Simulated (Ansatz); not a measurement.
**Debugging a many-body input for Cs2AgBiBr6 (Fm-3m)**

Aim: the G0W0 gap of Cs2AgBiBr6 (Fm-3m). The first input has a fault.

Method: G0W0 on PBE, plane waves, PAW, in Ansatz 0.2.0.

In doubt: one-shot GW on d or f shells is unsure, so the values of those runs are not to be relied on.

## (1) The structure

It takes space group Fm-3m (No. 225, cubic). Conventional cell: a = 11.232 Å, b = 11.232 Å, c = 11.232 Å, α = 90.00°, β = 90.00°, γ = 90.00°. Nearest to Cs lie 12 Br at 3.97 Å. Nearest to Ag lie 6 Br at 2.80 Å. Nearest to Bi lie 6 Br at 2.81 Å. Nearest to Br lie 1 Ag at 2.80 Å and 1 Bi at 2.81 Å and 4 Cs at 3.97 Å. Farther neighbours and most contacts between anions are not listed.

The cell and positions come from the Crystallography Open Database and are kept as given unless a step says otherwise. Spin-orbit coupling is left out unless a step names it. The default PAW set here is soft_2. Its files were made with PBE.

## (2) First try

Input file input.yaml:

```yaml
crystal:
  lattice:
    - [0.0, 5.6161, 5.6161]
    - [5.6161, 0.0, 5.6161]
    - [5.6161, 5.6161, 0.0]
  atoms:
    - { symbol: Cs, position: [0.25, 0.25, 0.25] }
    - { symbol: Cs, position: [0.75, 0.75, 0.75] }
    - { symbol: Ag, position: [0.5, 0.5, 0.5] }
    - { symbol: Bi, position: [0.0, 0.0, 0.0] }
    - { symbol: Br, position: [0.25055, 0.74945, 0.25055] }
    - { symbol: Br, position: [0.25055, 0.74945, 0.74945] }
    - { symbol: Br, position: [0.74945, 0.25055, 0.74945] }
    - { symbol: Br, position: [0.74945, 0.25055, 0.25055] }
    - { symbol: Br, position: [0.25055, 0.25055, 0.74945] }
    - { symbol: Br, position: [0.74945, 0.74945, 0.25055] }
kpoints:
  mp_grid: { grid: [2, 2, 2] }
hamiltonian:
  xc: pbe
scf:
  occupations: { method: fixed }
gw:
  n_empty_bands: 4
  ecut_chi: 40
  qp_bands: [v3, c3]
  qp_kpoints: band_edges
  screening: { model: contour_deformation }
```

Run with:

```sh
ansatz run input.yaml --threads 3 --pin off --max-ram 92160MiB --backend cuda --events-out ev --progress --plain --runs-dir out --devices 1 --max-vram 13GiB
```

Numbers of over 12 decimals in the logs are rounded to 6 here.

What it wrote:

```text
GPUs: using 1 of 1 available (devices: 1).
Engine: ansatz 0.2.0, x86_64-unknown-linux-gnu
Pseudopotentials: kind: paw
Pseudopotential: Cs, paw, valence charge 9, recommended cutoff 420 eV (normal), Cs.paw.azcp
Pseudopotential: Ag, paw, valence charge 19, recommended cutoff 420 eV (normal), Ag.paw.azcp
Pseudopotential: Bi, paw, valence charge 15, recommended cutoff 420 eV (normal), Bi.paw.azcp
Pseudopotential: Br, paw, valence charge 7, recommended cutoff 420 eV (normal), Br.paw.azcp
Functional definition: PBE
  parameter kappa = 0.804
  parameter beta = 0.066725
  exchange = pbe_x(kappa = kappa, mu = beta*pi^2/3)
  correlation = pbe_c(beta = beta)
device memory: the entry about to start is reckoned to put 4.4 GiB on a device that reports 29.0 GiB free (of which the cap on the GPU budget leaves the run 13.0 GiB)
GPU FFT provider: cuFFT
GPU libraries: cuBLAS 13.8.2, cuFFT 12.4.0, cuSOLVER 12.3.4
Crystal: 10 atoms, lattice volume = 354.270 Å³
Basis set: ecut = 420 eV, 6879 PW (Γ)
Bands: 57, of which v1, the nominal top of the filled ones, is band 47 counted from 1 (46 counted from 0)
Symmetry: 48 space group operations
Space group: Fm-3m (ITA 225), of the structure as read, at distance tolerance 7.1e-5 Å
k-points: 3 of 8
Non-local potential: Cs, projectors of the file, l = 0: 3, l = 1: 2, l = 2: 2, l = 3: 2
Non-local potential: Ag, projectors of the file, l = 0: 3, l = 1: 2, l = 2: 2, l = 3: 1
Non-local potential: Bi, projectors of the file, l = 0: 2, l = 1: 2, l = 2: 2, l = 3: 2
Non-local potential: Br, projectors of the file, l = 0: 2, l = 1: 2, l = 2: 2
PAW form: soft (Blöchl's): semilocal exchange-correlation on the pseudo side does not see the compensation charge
PAW one-centre angular grid: Cs, 194 points (default); XC on 64 Gauss nodes
PAW one-centre angular grid: Ag, 590 points (default); XC on 64 Gauss nodes
PAW one-centre angular grid: Bi, 590 points (default); XC on 64 Gauss nodes
PAW one-centre angular grid: Br, 110 points (default); XC on 64 Gauss nodes
Initial density: superposition of atomic densities (neutral atoms: chi_scale 0, normalization atom), corrected by the library's trained network
Initial wavefunctions: pseudopotential atomic-orbital guess
GPU buffer pool allocated for 157464 grid points (all kernels)
GPU transforms: local potential and band sums: pruned to the plane-wave sphere, on 54×54×54
Functional: x = pbe(κ = 0.804, μ = 0.219515), c = pbe(β = 0.066725)
SCF iter   1: F=—  HF=-48038.825932 eV  |F-HF|=—  |Δ(HF+E_count)|=         —  Δρ=6.39e-4  dr2=2.60e-3  ethr=1.77e-3  ⟨swp⟩=5.3  Hψ=594  notcnv=0  defer=21
preconditioner: auto → Resta (q_TF=auto, 2.187 Å⁻¹)  ε∞=3.6  [insulator: Δε(μ)=1.245 eV  Ē_g=10.313 eV  n_scr=58 (ndim 8)  ℏωp=16.7 eV  f_vac=0.040  ε∞_Penn≈3.6]
SCF iter   2: F=—  HF=-48038.831409 eV  |F-HF|=—  |Δ(HF+E_count)|=   5.48e-3  Δρ=3.06e-4  dr2=2.10e-4  ethr=2.77e-6  ⟨swp⟩=3.0  Hψ=463  notcnv=0  defer=23
SCF iter   3: F=—  HF=-48038.831575 eV  |F-HF|=—  |Δ(HF+E_count)|=   1.66e-4  Δρ=1.58e-4  dr2=5.59e-5  ethr=2.23e-7  ⟨swp⟩=2.0  Hψ=229  notcnv=0  defer=22
SCF iter   4: F=—  HF=-48038.831663 eV  |F-HF|=—  |Δ(HF+E_count)|=   8.77e-5  Δρ=4.78e-5  dr2=7.90e-6  ethr=5.95e-8  ⟨swp⟩=2.0  Hψ=263  notcnv=0  defer=21
SCF iter   5: F=—  HF=-48038.831663 eV  |F-HF|=—  |Δ(HF+E_count)|=   4.86e-7  Δρ=1.34e-5  dr2=7.21e-7  ethr=8.40e-9  ⟨swp⟩=2.0  Hψ=300  notcnv=0  defer=22
SCF iter   6: F=-48038.831664 eV  HF=-48038.831664 eV  |F-HF|=6.40e-9  |Δ(HF+E_count)|=   8.56e-7  Δρ=3.03e-6  dr2=4.31e-8  ethr=1.06e-10  ⟨swp⟩=17.7  Hψ=938  notcnv=0
SCF 1 converged in 6 iterations: F = -48038.831664 eV  dr2 = 4.31e-8
[...]
device memory: the entry about to start is reckoned to put 5.4 GiB (of the 5.5 GiB reckoned in all, the device holds 0.1 GiB already) on a device that reports 28.4 GiB free (of which the cap on the GPU budget leaves the run 12.9 GiB)
NSCF: frozen V_eff on 3 k-points
[...]
device memory: the entry about to start is reckoned to put 3.9 GiB on a device that reports 28.4 GiB free (of which the cap on the GPU budget leaves the run 13.0 GiB)
NSCF: frozen V_eff on 3 k-points
G₀W₀ screening: q 1/3
[... further progress lines ...]
device memory: the entry about to start is reckoned to put 1.4 GiB on a device that reports 32.6 GiB free (of which the cap on the GPU budget leaves the run 13.0 GiB)
NSCF: frozen V_eff on 1 k-points
device memory: the entry about to start is reckoned to put 1.4 GiB on a device that reports 32.6 GiB free (of which the cap on the GPU budget leaves the run 13.0 GiB)
NSCF: frozen V_eff on 1 k-points
SCF converged after 6 iterations
Free energy (F): -48038.831664 eV
Harris-Foulkes:  -48038.831664 eV  (|F-HF|=6.40e-9)
Internal energy: -48038.831664 eV  (E = F + TS)
E sigma→0 (E₀):  -48038.831664 eV
Fermi energy:    4.467299 eV
--- Per-component energies (eV) ---
  E_band       = -797.612010
  E_kinetic    = 1917.401362
  E_local      = -8313.720587  (includes V_loc(G=0)·N_el)
  E_nonlocal   = 1129.057446
  E_hartree    = 3268.780947
  E_xc         = -2273.417228
  E_vxc        = -1255.086492  (∫ρ·V_xc dr)
  E_paw        = -38180.965163  (= ΣΔE_a)
  E_vpaw       = -812.835067  (= ΣTr[D̂ρ^β])
  E_aug_tail   = -0.000082  (compensation charges beyond the density's cutoff)
  E_ewald      = -5585.968359
  E_smearing   = -0.000000  (= −TS)
  E_closure    = -0.000000  (closes the sum)
  Σ components = -48038.831664   (vs F -48038.831664, Δ=0.00e0)
--- Band table (eV) ---
  k-point 0: bands = [... 43 lower, 3.2209, 3.2209, 3.7748, 3.7748, 6.7482, 6.7482, 6.7482, 8.0610, ... 6 higher]
  k-point 1: bands = [... 43 lower, 2.9219, 3.0703, 3.1829, 3.1829, 5.7010, 8.1537, 8.1537, 9.3734, ... 6 higher]
  k-point 2: bands = [... 43 lower, 2.8871, 3.2041, 3.7690, 4.4673, 7.2559, 7.2559, 7.6269, 8.8064, ... 6 higher]
--- G₀W₀: contour deformation, 6 samples at zero and on the imaginary axis and 2 off it, 8 q-points, 4 empty bands' worth ---
  eigenvalues of the whole cell's RPA ε∞ on this k-mesh (on a slab, of 1 + 4πα/V) = 4.3580, 4.3580, 4.3580; static W/v taken at q = 0 is 0.229464
  gw.qp_kpoints: band_edges: 3 of 3 stored k-points solved, in 1 pass; an edge of the gap read off the rows below is read off those points alone
  `?` marks the rows in doubt; gw_qp.tsv's column doubts and the gw_qp event give each row's grounds
    ik  band        ε_KS         Σx   Σc(E_QP)       V_xc       Z   E_QP_lin       E_QP  E_QP is
     0    45      3.2209   -19.8580     3.0234   -16.0215  0.7397     2.3784     2.4079  root
     0    46      3.7748   -26.6134     3.2338   -22.6073  0.7251     2.9777     3.0025  root
     0    47      3.7748   -26.6134     3.2338   -22.6073  0.7251     2.9777     3.0025  root
     0    48      6.7482    -9.4779    -2.0165   -13.3134  0.7801     8.7162     8.5671  root ?
     0    49      6.7482    -9.4779    -2.0165   -13.3134  0.7801     8.7162     8.5671  root ?
     0    50      6.7482    -9.4779    -2.0165   -13.3134  0.7801     8.7162     8.5671  root ?
     1    45      3.0703   -18.7968     2.3616   -16.2431  0.7460     2.8768     2.8782  root
     1    46      3.1829   -23.2056     3.2815   -19.1260  0.7272     2.3520     2.3848  root
     1    47      3.1829   -23.2056     3.2815   -19.1260  0.7272     2.3520     2.3848  root
     1    48      5.7010    -9.8247    -1.9632   -13.6712  0.7843     7.7137     7.5843  root ?
     1    49      8.1537   -12.4926    -2.2599   -16.4888  0.6781     9.8555     9.8900  root
     1    50      8.1537   -12.4926    -2.2599   -16.4888  0.6781     9.8555     9.8900  root
     2    45      3.2041   -19.7988     3.0201   -15.9683  0.7395     2.3643     2.3937  root
     2    46      3.7690   -26.6210     3.2394   -22.6078  0.7243     2.9698     2.9952  root
     2    47      4.4673   -24.3395     2.5958   -21.3670  0.7504     4.0860     4.0905  root
     2    48      7.2559   -10.3862    -2.1840   -14.3640  0.7634     9.2368     9.0497  root ?
     2    49      7.2559   -10.3862    -2.1840   -14.3640  0.7634     9.2368     9.0497  root ?
     2    50      7.6269   -10.8628    -2.3347   -14.9798  0.7485     9.6136     9.4092  root ?
```

It took 12 s on 1 × NVIDIA H100 80GB HBM3 (shared by 6 runs) with 3 threads of AMD EPYC 7R13 (Zen 3), shared host; peak memory 1.1 GiB; 10 s of CPU time.

The column dr2 measures how far the density is from self-consistency, as an energy; F and HF (Harris–Foulkes) agree once it is small.

Q: What is the fault?

The run ended normally, though the input holds a fault or crude settings.

The fault: four empty bands in G0W0. The sums over empty states are cut off almost at the gap, so screening and correlation are far from complete.

It printed a gap of 3.49 eV, which is an artefact of the settings.

## (3) A better input

Now the one-shot GW correction: screening in the RPA, then the self-energy of the levels asked for.

Changes to input.yaml since step 2:

```diff
@@ -23,4 +23,4 @@
 gw:
-  n_empty_bands: 4
-  ecut_chi: 40
+  n_empty_bands: 491
+  ecut_chi: 72
   qp_bands: [v3, c3]
```

What it wrote:

```text
GPUs: using 1 of 1 available (devices: 1).
[...]
GPU FFT provider: cuFFT
GPU libraries: cuBLAS 13.8.2, cuFFT 12.4.0, cuSOLVER 12.3.4
Crystal: 10 atoms, lattice volume = 354.270 Å³
Basis set: ecut = 420 eV, 6879 PW (Γ)
Bands: 57, of which v1, the nominal top of the filled ones, is band 47 counted from 1 (46 counted from 0)
Symmetry: 48 space group operations
[...]
k-points: 3 of 8
[...]
GPU buffer pool allocated for 157464 grid points (all kernels)
[...]
SCF iter   1: F=—  HF=-48038.825932 eV  |F-HF|=—  |Δ(HF+E_count)|=         —  Δρ=6.39e-4  dr2=2.60e-3  ethr=1.77e-3  ⟨swp⟩=5.3  Hψ=594  notcnv=0  defer=21
[...]
SCF iter   6: F=-48038.831664 eV  HF=-48038.831664 eV  |F-HF|=6.40e-9  |Δ(HF+E_count)|=   8.56e-7  Δρ=3.03e-6  dr2=4.31e-8  ethr=1.06e-10  ⟨swp⟩=17.7  Hψ=938  notcnv=0
SCF 1 converged in 6 iterations: F = -48038.831664 eV  dr2 = 4.31e-8
[...]
0    45      3.2209   -19.8580     2.9761   -16.0215  0.7464     2.3404     2.3605  root
     0    46      3.7748   -26.6134     3.4621   -22.6073  0.7436     3.2237     3.2309  root
     0    47      3.7748   -26.6134     3.4621   -22.6073  0.7436     3.2237     3.2309  root
     0    48      6.7482    -9.4779    -3.3149   -13.3134  0.7792     7.2742     7.2688  root
     0    49      6.7482    -9.4779    -3.3149   -13.3134  0.7792     7.2742     7.2688  root
     0    50      6.7482    -9.4779    -3.3149   -13.3134  0.7792     7.2742     7.2688  root
     1    45      3.0703   -18.7968     2.0111   -16.2431  0.7555     2.5206     2.5276  root
     1    46      3.1829   -23.2056     3.3616   -19.1260  0.7422     2.4490     2.4649  root
[...]
2    47      4.4673   -24.3395     2.5651   -21.3670  0.7586     4.0565     4.0598  root
     2    48      7.2559   -10.3862    -3.3895   -14.3640  0.7691     7.8525     7.8441  root
     2    49      7.2559   -10.3862    -3.3895   -14.3640  0.7691     7.8525     7.8441  root
     2    50      7.6269   -10.8628    -3.4825   -14.9798  0.7605     8.2732     8.2613  root
[key lines of the parts left out:]
SCF converged after 6 iterations
Free energy (F): -48038.831664 eV
Fermi energy:    4.467299 eV
```

Elapsed: 18 s, on 1 × NVIDIA H100 80GB HBM3 (shared by 6 runs) with 3 threads; peak memory 1.5 GiB.

This step gave:

```yaml
bands_summed: 538
rpa_eps_infinity_on_this_mesh_eigenvalues: 5.830, 5.830, 5.830
plane_waves_in_the_screening_matrix: 531
q_points_in_the_mesh: 8
g0w0_gap_on_the_mesh: 2.152 eV
k_of_the_valence_top: 0, -0.5, -0.5
k_of_the_conduction_bottom: 0, 0, -0.5
starting_gap_on_the_mesh: 1.234 eV
z_at_the_valence_top: 0.7586
z_at_the_conduction_bottom: 0.7828
least_direct_g0w0_gap_on_the_computed_points: 3.684 eV
```

The gap on the mesh goes from 1.23 eV to 2.15 eV, a correction of +0.92 eV. Between the two edge states, bare exchange in place of the xc potential would open the gap by 6.82 eV, and correlation takes back 5.90 eV.

## (4) What came out

* first try: converged after 12 s
* better run: G0W0 gap on the mesh 2.15 eV (2×2×2 mesh, 491 empty bands, screening to 72 eV)

In words: The second run differs in: empty bands and screening cutoff (eV). Bands and cutoff are finite, so the gap is not at the basis limit. The miss can reach some tenths of an eV and take either sign; the mesh is an error of its own. The 2×2×2 mesh is coarse for this cell (its supercell is 16 Å along the shortest edge). The RPA ε∞ on it, from the PBE start, is 5.83; such meshes misread the long-range screening, most where the gap is narrow. Where an edge is built on 6p states of lead, bismuth or thallium, scalar-relativistic gaps usually stand too wide, by a few tenths to over one eV. A d shell, filled or nearly so, lies near the gap. One-shot GW converges very slowly in bands there, not always from below, and on a semilocal start the gap tends to come out low; starts rich in exact exchange can overshoot instead. The many-body steps are scalar-relativistic: spin-orbit coupling is not in them.

[Paths, hosts, dates, memory and timing lines, banners, echoed tables and standing remarks are left out of the program output.]

[Logs are printed without paths, hosts, clocks, repeated set-up lines and the standing remarks that a program may print on its own settings, such as how far it seeks lower states.]

[Runs of the session that timed out or met a known fault of the program may be left out.]

[Cells called generated may have been cut or substituted from an entry of the Crystallography Open Database or the Materials Project.]

[Hosts, paths, dates, database ids (printed as entryN), source tags and the programs' standing remarks are cut or masked in the printed files.]
